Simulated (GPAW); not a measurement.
# Core-hole calculation of the Y L₃ edge in YTe (P-6m2), part 3 of 3

What does one-electron theory with a core hole give for the Y L₃ edge of YTe (P-6m2)?

GPAW 26.7.0; X-ray absorption from dipole matrix elements to empty bands, plane-wave PAW LDA.

So far. Step 6 (Spectrum with FCH, Y atom 2): Against the first run the r.m.s. difference is 5 %. The highest intensity below 24 eV stays at 1.8 eV. Step 7 (Spectrum with HCH, Y atom 2): The scaled spectrum changes by 25 % r.m.s. A shift of +0.4 eV leaves 9 %. The highest intensity below 24 eV goes from 1.8 eV (4.05) to 2.2 eV (3.64).

### 9. Spectrum with XCH, Y atom 2

A test of how far the result depends on this setting.

Changed against the first core-hole run: k-point spacing of the field to 0.6.

The input, xas.py:

```python
import numpy as np
from ase import Atoms
from ase.parallel import parprint, paropen
from gpaw import GPAW, PW, FermiDirac, Mixer, MixerDif, setup_paths
from gpaw.test import gen
setup_paths.insert(0, '.')
gen('Y', name='fch2p', xcname='LDA', corehole=(2, 1, 1), write_xml=True)
from gpaw.mpi import world
world.barrier()

atoms = Atoms('Te3Y3',
    cell=[[4.10909385, 0, 4.06166601],
     [-2.05454693, 3.55857966, 4.06166601],
     [-2.05454693, -3.55857966, 4.06166601]],
    scaled_positions=[[0.16666667, 0.5, 0.83333333],
     [0.5, 0.83333333, 0.16666667],
     [0.83333333, 0.16666667, 0.5],
     [0, 0, 0],
     [0.33333333, 0.33333333, 0.33333333],
     [0.66666667, 0.66666667, 0.66666667]],
    pbc=True)
atoms.calc = calc = GPAW(legacy_gpaw=True, mode=PW(430, force_complex_dtype=True), xc='LDA', setups={3: 'fch2p'},
    kpts={'size': (3, 3, 3), 'gamma': True}, occupations=FermiDirac(0.1),
    charge=-1, mixer=Mixer(0.1, 5, 50), maxiter=150,
    convergence={'density': 0.0001, 'eigenstates': 1e-6}, txt='scf.txt')
energy = atoms.get_potential_energy() + calc.get_reference_energy()
ef = calc.get_fermi_level()
out = dict(energy=energy, fermi=ef, forces=atoms.get_forces().tolist())
parprint(f'all-electron energy {energy:.4f} eV, Fermi level {ef:.4f} eV')
ev = np.array([[calc.get_eigenvalues(k, s) for k in range(len(calc.get_ibz_k_points()))] for s in range(calc.get_number_of_spins())])
out['homo'], out['lumo'], out['counts'] = ev[ev < ef].max(), ev[ev > ef].min(), sorted(set((ev < ef).sum((0, 2)).tolist()))
out['filled'] = (ev[:, 0] < ef).sum(1).tolist()

from ase.units import Ha
from gpaw.xas import dipole_matrix_elements
nb = int(calc.get_number_of_electrons() / 2) + 124
top, nb = nb, nb + 8 + nb // 12
nscf = calc.fixed_density(kpts={'size': (5, 5, 5), 'gamma': True}, nbands=nb,
    convergence={'bands': top, 'eigenstates': 5e-3}, maxiter=60, txt='nscf.txt')
cell = atoms.cell.array
ops = [cell.T @ U.T @ np.linalg.inv(cell.T) for U in nscf.wfs.kd.symmetry.op_scc]
E = np.arange(-6, 34, 0.1)
fwhm = np.interp(E, [4, 25], [1.5, 3.5])
Y, X, zero, highest = 0, 0, 1e9, 1e9
for spin in range(nscf.get_number_of_spins()):
    wfs = nscf.wfs
    mine = wfs.bd.get_slice()  # this rank's bands
    A = dipole_matrix_elements(wfs.setups[3])
    eps = np.zeros((wfs.kd.nibzkpts, nb))
    d = np.zeros((3, A.shape[1], wfs.kd.nibzkpts, nb), complex)
    for kpt in wfs.kpt_u:
        if kpt.s == spin and 3 in kpt.P_ani:
            eps[kpt.k, mine] = kpt.eps_n * Ha
            d[:, :, kpt.k, mine] = (kpt.weight * wfs.nspins / 2) ** 0.5 * np.inner(A, kpt.P_ani[3])
    world.sum(eps)
    world.sum(d)
    T = np.einsum('amkn,bmkn->abkn', d, d.conj()).real
    T = sum(np.einsum('ai,ijkn,bj->abkn', R, T, R) for R in ops) / len(ops)
    empty = eps > ef
    zero, highest = min(zero, eps[empty].min()), min(highest, eps[:, top - 1].min())
    lines = [(eps, T, empty)] if spin == 0 else lines + [(eps, T, empty)]
for eps, T, empty in lines:
    f = np.einsum('aakn->akn', T).reshape(3, -1)
    x = eps.ravel() - zero
    w = np.interp(x, E, fwhm) / 2.35482
    g = np.exp(-0.5 * ((E[:, None] - x) / w) ** 2) / (w * (2 * np.pi) ** 0.5)
    Y = Y + (f * empty.ravel()) @ g.T
    X = X + (f * ~empty.ravel()) @ g.T
out.update(E=E.round(2).tolist(), xas=Y.tolist(), xes=X.tolist(), zero=zero, valid=highest - zero, nk=len(eps), nb=nb)
for i in range(0, len(E), 10):
    parprint(f'{E[i]:7.2f}', *(f'{v:10.3e}' for v in Y[:, i]))
import json
with paropen('out.json', 'w') as f:
    json.dump(out, f)
```

The run is started by

```sh
$ OMP_NUM_THREADS=1 mpirun -n 4 gpaw python xas.py
```

Numbers of over 12 decimals in the logs are rounded to 6 here.

The log of the run:

```text
Input parameters:
  charge: -1
  convergence: {density: 0.0001,
                eigenstates: 1e-06}
  kpts: {gamma: True,
         size: (3, 3, 3)}
  maxiter: 150
  mixer: {backend: pulay,
          beta: 0.1,
          method: separate,
          nmaxold: 5,
          weight: 50}
  mode: {ecut: 430.0,
         force_complex_dtype: True,
         name: pw}
  occupations: {fixmagmom: False,
[...]
*d    :     0.534913
--------------------------------

Diagonalizing with gridspacing h=0.050

state   all-electron     PAW
-------------------------------
4s:      -2.317952    -2.318410
4p:      -1.537864    -1.538528
4d:      -0.465087    -0.465594
*f:                   -0.036509
-------------------------------
all-electron energy -827816.1356 eV, Fermi level 7.1627 eV
[...]
32.00  1.005e-05  1.005e-05  1.066e-05
  33.00  9.849e-06  9.849e-06  1.006e-05
[key lines of the parts left out:]
Converged after 15 iterations.
Dipole moment: (-0.000000, -0.000001, -0.000000) |e|*Ang
Free energy:    -45.391882
Fermi level: 7.16272
```

Elapsed: 63 s, on 4 MPI ranks of Intel Xeon Platinum 8375C at 2.90GHz (Ice Lake), shared host; peak memory 0.39 GiB; 4.2 min of CPU time.

```tsv
E (eV)	first run	this run
-2.0	0.00	0.00
-1.0	0.14	0.14
0.0	1.04	1.05
1.0	3.11	3.12
2.0	3.92	3.91
3.0	2.26	2.26
4.0	0.99	0.99
5.0	0.61	0.61
6.0	0.56	0.56
7.0	0.55	0.55
8.0	0.60	0.60
9.0	0.50	0.50
10.0	0.43	0.43
11.0	0.65	0.65
12.0	0.74	0.74
13.0	0.67	0.67
14.0	0.62	0.62
15.0	0.55	0.55
16.0	0.53	0.53
17.0	0.55	0.55
18.0	0.59	0.59
19.0	0.60	0.60
20.0	0.59	0.59
21.0	0.56	0.56
22.0	0.52	0.52
23.0	0.50	0.50
24.0	0.53	0.53
25.0	0.57	0.57
26.0	0.60	0.60
27.0	0.61	0.61
28.0	0.61	0.61
29.0	0.58	0.58
30.0	0.55	0.55
31.0	0.51	0.51
32.0	0.48	0.48
```

The scaled spectrum changes by 0 % r.m.s. The highest intensity below 24 eV stays at 1.8 eV.

The photon energy of the zero moves by +0.02 eV.

### 10. What the core hole does

Both curves are counted from their own zero, so only the shift of weight within the empty states shows.

```tsv
E (eV)	no hole	XCH
-2.0	0.00	0.00
-1.0	0.07	0.14
0.0	0.42	1.04
1.0	0.94	3.11
2.0	2.35	3.92
3.0	3.19	2.26
4.0	2.17	0.99
5.0	1.13	0.61
6.0	0.85	0.56
7.0	0.73	0.55
8.0	0.75	0.60
9.0	0.60	0.50
10.0	0.47	0.43
11.0	0.68	0.65
12.0	0.85	0.74
13.0	0.79	0.67
14.0	0.72	0.62
15.0	0.64	0.55
16.0	0.59	0.53
17.0	0.59	0.55
18.0	0.64	0.59
19.0	0.66	0.60
20.0	0.65	0.59
21.0	0.63	0.56
22.0	0.59	0.52
23.0	0.55	0.50
24.0	0.56	0.53
25.0	0.60	0.57
26.0	0.64	0.60
27.0	0.66	0.61
28.0	0.66	0.61
29.0	0.65	0.58
30.0	0.62	0.55
31.0	0.58	0.51
32.0	0.55	0.48
```

With each curve scaled to its own mean, the area from −2 to 6 eV with the hole is 12.3 against 10.7, and the centre of weight from −1 to 20 eV moves by -1.1 eV: the hole pulls the absorber's empty states down.

### 11. Summary of results

```yaml
absorber_and_edge: Y L₃, atom 2 of the ground-state input (counted from 1)
surroundings: 6 Te at 3.12 Å (trigonal prismatic, site symmetry -6m2)
highest_intensity_below_24_ev: 1.8 eV above the zero, height 4.05
```

**Reading.** The Y L₃ edge of atom 2, with 6 Te at 3.12 Å (trigonal prismatic, site symmetry -6m2), has its highest intensity of the first 24 eV at 1.8 eV above the zero, 4.0 times the mean level of the first 20 eV (Gaussian full width 1.5 eV up to 4 eV, rising linearly to 3.5 eV at 25 eV). With each curve scaled to its own mean, the area from −2 to 6 eV with the hole is 12.3 against 10.7, and the centre of weight from −1 to 20 eV moves by -1.1 eV: the hole pulls the absorber's empty states down. Changing the core hole to FCH alters the shape by 5 % r.m.s., so the result is insensitive to this choice. Changing the core hole from full to half alters the shape by 25 % r.m.s., a modest effect on the whole. Changing the k-point spacing of the field to 0.6 alters the shape by 0 % r.m.s., so this setting is converged. At the Y L₃ edge of atom 2 polarisation matters most near 1.4 eV, where the curves differ by 0.3 on this scale. Only the L₃ part is meant: spin–orbit coupling of the core level isn't computed and the L₂ copy isn't added. The primitive cell holds an odd number of electrons, so a spin-paired run has to come out metallic; that is right for a metal, but some such compounds are magnetic or distorted insulators. The holes are only 5.8 Å apart, so the shape is probably not converged with cell size; no larger cell was run here. The structure is a computed Materials Project entry and may be a hypothetical form.

[Banner, clock and machine lines of the logs are left out without a mark of their own.]

[Logs are printed without paths, hosts, clocks, repeated set-up lines and the standing remarks that a program may print on its own settings, such as how far it seeks lower states.]

[Hosts, paths, dates, database ids (printed as entryN), source tags and the programs' standing remarks are cut or masked in the printed files.]

[Lists of maxima count a maximum above −3 eV only where it reaches 4 % of the highest in the window and stands out from its surroundings by 2 % of it (1.5 % where it reaches 55 %); shoulders and weaker maxima are passed over, and of the rest the first, up to two pre-edge ones and the few strongest are named.]
